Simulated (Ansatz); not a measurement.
## Cd2C (model cell, started as antifluorite): the cell at rest

Wanted: the relaxed cell of Cd2C (model cell, started as antifluorite).

Calculated with Ansatz 0.2.0; DFT PBEsol, scalar-relativistic, plane waves, PAW.

Report form: the programs' logs are mostly left out.

The structure was built from a prototype and need not be the compound's stable phase.

## Step 1: Set-up

The structure is cubic, space group Fm-3m (No. 225). Conventional cell: a = 5.432 Å, b = 5.432 Å, c = 5.432 Å, α = 90.00°, β = 90.00°, γ = 90.00°. C has 8 Cd at 2.35 Å nearest. Cd has 4 C at 2.35 Å nearest. Farther neighbours are not listed.

## Step 2: Probe on a coarse mesh

First a cheap look: the gap decides the mesh and the occupations, the pressure tells how far the cell has to move.

Input file input.yaml:

```yaml
crystal:
  lattice:
    - [0.0, 2.71586, 2.71586]
    - [2.71586, 0.0, 2.71586]
    - [2.71586, 2.71586, 0.0]
  atoms:
    - { symbol: C, position: [0.0, 0.0, 0.0] }
    - { symbol: Cd, position: [0.25, 0.25, 0.25] }
    - { symbol: Cd, position: [0.75, 0.75, 0.75] }
kpoints:
  mp_grid: { grid: [6, 6, 6] }
hamiltonian:
  xc: pbesol
scf:
  occupations: { method: gaussian, width: 0.1 }
output:
  forces: true
  stress: true
  eigenvalues: true
```

The run is started by

```
> ansatz run input.yaml --threads 4 --pin off --max-ram 7168MiB --backend cpu --events-out ev --progress --plain --runs-dir out
```

The job ended after 0.37 s (4 threads of AMD EPYC 9R14 (Zen 4), shared host; peak memory 0.35 GiB; 0.87 s of CPU time).

Numbers from this step:

```
pressure          : 28.99 GPa
volume per atom   : 13.35 Å³
gap on the k-mesh : 0 eV
```

The coarse mesh shows no gap and a pressure of 29.0 GPa.

## Step 3: Coarse relaxation

A rough relaxation comes first, because large forces or stress need no tight tolerances yet.

Edit input.yaml of step 2 so:

```diff
@@ -19 +19,6 @@
   eigenvalues: true
+relax:
+  adjacent_minimum: "off"
+  f_tol: 0.05
+  max_steps: 80
+  cell: { stress_tol: 0.5 }
```

Elapsed: 1.5 s, on 4 threads; peak memory 0.39 GiB.

The steps of the relaxation:

| step | energy less that of the first step (eV) | largest force component (eV/Å) | pressure (GPa) | volume (Å³) |
| --- | --- | --- | --- | --- |
| 1 | 0.0000 | 0.0000 | 28.99 | 40.06 |
| 2 | -0.5744 | 0.0000 | 4.62 | 46.21 |
| 3 | -0.5985 | 0.0000 | 1.32 | 47.60 |
| 4 | -0.6004 | 0.0000 | -0.06 | 48.24 |
| 5* | -0.6139 | 0.0000 | 0.24 | 48.24 |

Relaxation steps marked * repeat the geometry before them on a plane-wave basis chosen anew for their cell, so energy and pressure can jump there.

Forces are held to the 48 operations that the run works with; a distortion that breaks them can't arise in this run.

| conventional cell, symmetrised | before | after | change |
| --- | --- | --- | --- |
| a (Å) | 5.432 | 5.779 | +6.4 % |
| b (Å) | 5.432 | 5.779 | +6.4 % |
| c (Å) | 5.432 | 5.779 | +6.4 % |
| volume (Å³/atom) | 13.35 | 16.08 | +20.4 % |

The relaxed structure:

```xyz
3
Lattice="0.0000 2.8893 2.8893 2.8893 0.0000 2.8893 2.8893 2.8893 0.0000" Properties=species:S:1:pos:R:3 pbc="T T T"
C     0.0000    0.0000    0.0000
Cd    1.4447    1.4447    1.4447
Cd    4.3340    4.3340    4.3340
```

Numbers from this step:

* pressure: 0.2352 GPa
* volume per atom: 16.08 Å³

In this step the volume went from 13.35 to 16.08 Å³/atom.

## Step 4: Bringing the structure to rest

Harmonic phonons are second derivatives at a point where the forces vanish, and they are wanted at zero stress, so atoms and cell are relaxed first.

input.yaml, the sections that differ from step 3:

```yaml
crystal:
  lattice:
    - [0.0, 2.8893372901, 2.8893372901]
    - [2.8893372901, 0.0, 2.8893372901]
    - [2.8893372901, 2.8893372901, 0.0]
  atoms:
    - { symbol: C, position: [0.0, 0.0, 0.0] }
    - { symbol: Cd, position: [0.25, 0.25, 0.25] }
    - { symbol: Cd, position: [0.75, 0.75, 0.75] }
kpoints:
  mp_grid: { grid: [12, 12, 12] }
relax:
  adjacent_minimum: "off"
  f_tol: 0.005
  max_steps: 80
  cell: { stress_tol: 0.05 }
# hamiltonian, scf, output: as in step 3
```

Run time: 2.2 s. Hardware: 4 threads; peak memory 0.47 GiB.

Little changed from the start: no atom moved by 0.005 Å and no cell edge by 0.1 %.

Numbers from this step:

| Item | Value |
| --- | --- |
| pressure | 0.04854 GPa |
| volume per atom | 16.06 Å³ |

In this step the volume went from 16.08 to 16.06 Å³/atom.

## Step 5: Tight relaxation

Phonons need a cell at rest on their own settings, so the relaxation is repeated with tight tolerances on forces and stress, using the mesh and the filling of the phonon run that follows.

Input file input.yaml:

```yaml
crystal:
  lattice:
    - [0.0, 2.8879061125, 2.8879061125]
    - [2.8879061125, 0.0, 2.8879061125]
    - [2.8879061125, 2.8879061125, 0.0]
  atoms:
    - { symbol: C, position: [0.0, 0.0, 0.0] }
    - { symbol: Cd, position: [0.25, 0.25, 0.25] }
    - { symbol: Cd, position: [0.75, 0.75, 0.75] }
kpoints:
  mp_grid: { grid: [12, 12, 12] }
hamiltonian:
  xc: pbesol
scf:
  occupations: { method: methfessel_paxton, width: 0.2 }
output:
  forces: true
  stress: true
  eigenvalues: true
  write_density: true
  write_potential: true
  elf: true
  volumetric_format: npy
relax:
  adjacent_minimum: "off"
  f_tol: 0.001
  max_steps: 60
  cell: { stress_tol: 0.01 }
```

Wall time 2.8 s (4 threads); peak memory 0.48 GiB; 9.5 s of CPU time.

Little changed from the start: no atom moved by 0.005 Å and no cell edge by 0.1 %.

This step gave:

| Quantity | Value |
| --- | --- |
| pressure | 3.19e-4 GPa |

ELF in the ac plane of a cell with a along [110], b along [-110] and c along [001] of the cube at fractional y = 0.000, with atoms of C and Cd within 0.2 Å of it. It is the smooth field of the valence electrons, not physical close to the nuclei.

Ten even steps from '0' (0.03) to '9' (0.84), each cell a mean:
```
48841112487468621112685
88522332268897323332478
76224664236774235753247
32136996323332248974223
11135885311111247874211
01124554211001234543210
00112222110000122221100
00011111100000111111100
00011111100000111111100
00123333210001123332110
11125665311111236763211
22136996312221247974212
54235885224553247874235
87423553247886224542268
78732221378788522222588
27852112587248731113784
```
Columns run along a (8.2 Å), rows up along c (5.8 Å), edges of the conventional cell, whose origin can differ from the input's. Atoms in or near the plane, at fractional coordinates: C at (0.00, 0.00), C at (0.50, 0.00), Cd at (0.25, 0.25), Cd at (0.75, 0.25), Cd at (0.25, 0.75), Cd at (0.75, 0.75).

Valence density in the ac plane of a cell with a along [110], b along [-110] and c along [001] of the cube at fractional y = 0.000, with atoms of C and Cd within 0.2 Å of it. It is the smooth field of the valence electrons, not physical close to the nuclei.

Values in e/Å³, 9 rows by 16 columns, each cell a mean:
```
 1  1  0  1  1  0  0  1  1  1  0  1  1  0  0  1
 0  0  1  9 12  3  0  0  0  0  1  9 12  3  0  0
 0  0  2 12 15  4  0  0  0  0  2 12 15  4  0  0
 0  0  0  1  2  1  0  0  0  0  0  1  2  1  0  0
 0  0  0  0  0  0  0  0  0  0  0  0  0  0  0  0
 0  0  1  3  4  1  0  0  0  0  1  3  4  1  0  0
 0  0  2 14 18  4  0  0  0  0  2 14 18  4  0  0
 1  0  1  5  7  2  0  0  1  0  1  5  7  2  0  0
 1  1  0  0  0  0  1  1  1  1  0  0  0  0  1  1
```
Columns run along a (8.2 Å), rows up along c (5.8 Å), edges of the conventional cell, whose origin can differ from the input's. Atoms in or near the plane, at fractional coordinates: C at (0.00, 0.00), C at (0.50, 0.00), Cd at (0.25, 0.25), Cd at (0.75, 0.25), Cd at (0.25, 0.75), Cd at (0.75, 0.75).

Electrostatic potential energy in the ac plane of a cell with a along [110], b along [-110] and c along [001] of the cube at fractional y = 0.000, with atoms of C and Cd within 0.2 Å of it. With pseudopotentials it is smooth inside the atoms' cores, unlike the true potential.

Values in eV, 9 rows by 16 columns, each cell a mean:
```
-16   6  13   6   4  11  12 -11 -16   6  13   6   4  11  12 -11
 15  14   1 -13 -15  -5  12  15  15  14   1 -13 -15  -5  12  15
 17  14  -1 -15 -17  -7  11  17  17  14  -1 -15 -17  -7  11  17
 17  16  11   1  -1   7  15  17  17  16  11   1  -1   7  15  17
 17  17  15  12  12  14  16  17  17  17  15  12  12  14  16  17
 17  15   7  -5  -7   3  14  17  17  15   7  -5  -7   3  14  17
 17  14  -2 -16 -19  -8  10  17  17  14  -2 -16 -19  -8  10  17
 10  14   4  -9 -11  -1  13  12  10  14   4  -9 -11  -1  13  12
-23   2  14  10   9  13  10 -19 -23   2  14  10   9  13  10 -19
```
Columns run along a (8.2 Å; values clipped at the 3rd and 97th percentile), rows up along c (5.8 Å), edges of the conventional cell, whose origin can differ from the input's. Atoms in or near the plane, at fractional coordinates: C at (0.00, 0.00), C at (0.50, 0.00), Cd at (0.25, 0.25), Cd at (0.75, 0.25), Cd at (0.25, 0.75), Cd at (0.75, 0.75).

The forces vanish by symmetry and the pressure is 0.000 GPa, within the tolerances set. The cell now holds 16.06 Å³/atom.

## Step 6: Summary of results

```yaml
space_group_after_relaxation_within_0p01_a: Fm-3m
lattice_constant_a: 5.777 Å
lattice_constant_b: 5.777 Å
lattice_constant_c: 5.777 Å
volume_per_atom: 16.1 Å³
```

What this shows: The forces vanish by symmetry and the pressure is 0.000 GPa, within the tolerances set. The cell now holds 16.06 Å³/atom. The relaxation keeps the symmetry of its start, so it says nothing on stability against lower symmetry. The starting cell was built on a prototype and not taken from a measurement, so the phase need not exist.

[Logs are printed without paths, hosts, clocks, repeated set-up lines and the standing remarks that a program may print on its own settings, such as how far it seeks lower states.]

[Hosts, paths, dates, database ids (printed as entryN), source tags and the programs' standing remarks are cut or masked in the printed files.]
